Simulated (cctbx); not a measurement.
## Diagnosing a refinement

Cell a = 4.9100 Å, b = 4.9100 Å, c = 11.4960 Å, α = 90.00°, β = 90.00°, γ = 120.00°; space group R-3m (no. 166).

The data are simulated with cctbx, not measured: synchrotron X-rays, λ = 0.6889 Å, to d = 0.84 Å, 70 % of the full sphere, strongest reflection 40000 counts, noise from counting, a 2 % proportional error and a noise floor of 2 counts (s.d.); no absorption, and some extinction, which the refinements don't model.

An isotropic refinement with weights 1/σ² prints:

```text
Rint 0.016, 66 unique reflections to 0.84 A
cycle     R1     wR2    GooF  max shift (A)
   1  0.0766  0.2022  17.830   0.36979
  12  0.0060  0.0159   1.405   0.00159
final R1 0.0060 wR2 0.0159 GooF 1.405  parameters 7  data/parameter 9.4
atom        x        y        z      Ueq    occ   su(xyz)  su(Uiso or U11)
Sn1    0.33333  0.66667  0.04408   0.0103  1.000  0.00002  0.0001
Rh1    0.00000  0.00000  0.00000   0.0122  1.000  0.00000  0.0002
B1     0.16667  0.33333  0.83333   0.0236  1.000  0.00000  0.0010
B2     0.15587  0.84413  0.58386   1.0000  1.000  0.00861  0.1355
difference map: max 0.20 min -0.43 rms 0.08
Q1    0.9964  0.1756  0.2682   36    0.20  1.40 A from B1
Q2    0.0339  0.5169  0.0656   18    0.19  1.30 A from Sn1
Q3    0.0000  0.3709  0.0000   18    0.14  1.32 A from B2
Q4    0.0536  0.5268  0.4538   18    0.13  0.58 A from B1
Q5    0.0000  0.3750  0.3833   36    0.13  1.03 A from B2
Q6    0.0814  0.1627  0.1177   18    0.11  0.91 A from B2
```

**Question.** Can this result stand? If not, what is the likely fault?

Mend it. The fault: spurious atom: B2. Against the right model at the same level, R1 goes from 0.0062 to 0.0060 and GooF from 1.23 to 1.41 and B2 takes U = the program's ceiling. A site with no density behind it hides by a very large U or drifts.

The compound is Sn2B3Rh. The right model at the same level gives:

```text
Rint 0.016, 66 unique reflections to 0.84 A
cycle     R1     wR2    GooF  max shift (A)
   1  0.1340  0.3259  28.027   0.04836
   2  0.0062  0.0143   1.228   0.00000
final R1 0.0062 wR2 0.0143 GooF 1.228  parameters 4  data/parameter 16.5
atom        x        y        z      Ueq    occ   su(xyz)  su(Uiso or U11)
Sn1    0.33333  0.66667  0.04409   0.0105  1.000  0.00002  0.0001
Rh1    0.00000  0.00000  0.00000   0.0124  1.000  0.00000  0.0001
B1     0.16667  0.33333  0.83333   0.0238  1.000  0.00000  0.0009
difference map: max 0.20 min -0.54 rms 0.08
Q1    0.0459  0.5230  0.0674   18    0.21  1.25 A from Sn1
Q2    0.9976  0.2523  0.3034   36    0.17  1.51 A from Sn1
Q3    0.0013  0.2771  0.0703   36    0.14  1.32 A from B1
Q4    0.0868  0.1735  0.5011   18    0.13  1.58 A from Sn1
Q5    0.0000  0.0000  0.5000    3    0.13  1.41 A from Sn1
Q6    0.0851  0.1701  0.1152   18    0.11  1.36 A from B1
```

This is a model crystal, built by substitution and not relaxed, with assumed displacement parameters.

[Middle refinement cycles are left out of these outputs.]

[Logs are printed without paths, hosts, clocks, repeated set-up lines and the standing remarks that a program may print on its own settings, such as how far it seeks lower states.]
